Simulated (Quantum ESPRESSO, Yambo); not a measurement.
An input for Yambo 5.3.0 (TiO2 (Rutile)):

```
HF_and_locXC
gw0
dyson
ppa
em1d
rim_cut
RandQpts= 1000000
RandGvec= 1 RL
EXXRLvcs= 76 Ry
VXCRLvcs= 304 Ry
Chimod= "HARTREE"
% BndsRnXp
 1 | 39 |
%
NGsBlkXp= 9 Ry
% LongDrXp
 1 | 1 | 1 |
%
% GbndRnge
 1 | 39 |
%
DysSolver= "n"
ExtendOut
PPAPntXp= 27.21138 eV
% QPkrange
 1 | 1 | 23 | 26 |
%
```

```sh
OMP_NUM_THREADS=2 mpirun -n 4 yambo -F gw1.in -J gw1 -C gw1 > gw1.log
```

The stored states that it reads are on a 4×4×4 mesh. It takes space group P4_2/mnm (No. 136, tetragonal). The conventional cell has a = 4.592 Å, b = 4.592 Å, c = 2.957 Å, α = 90.00°, β = 90.00°, γ = 90.00°. Ti has 6 O at 1.95 to 1.98 Å nearest. Nearest to O lie 3 Ti at 1.95 to 1.98 Å. Farther neighbours and most contacts between anions are not listed.

Question: How long will it take on 4 MPI ranks of Arm Neoverse V2, shared host, and how much memory?

It took 23 s; on shared hardware allow 11 s to 46 s. Peak host memory was 2.7 GiB.

The screening grows as filled bands × empty bands × pairs of k points, times the square of the screening basis for the matrix.

[Paths, hosts, dates, memory and timing lines, banners, echoed tables and standing remarks are left out of the program output.]

[Logs are printed without paths, hosts, clocks, repeated set-up lines and the standing remarks that a program may print on its own settings, such as how far it seeks lower states.]

[Runs of the session that timed out or met a known fault of the program may be left out.]

[Hosts, paths, dates, database ids (printed as entryN), source tags and the programs' standing remarks are cut or masked in the printed files.]
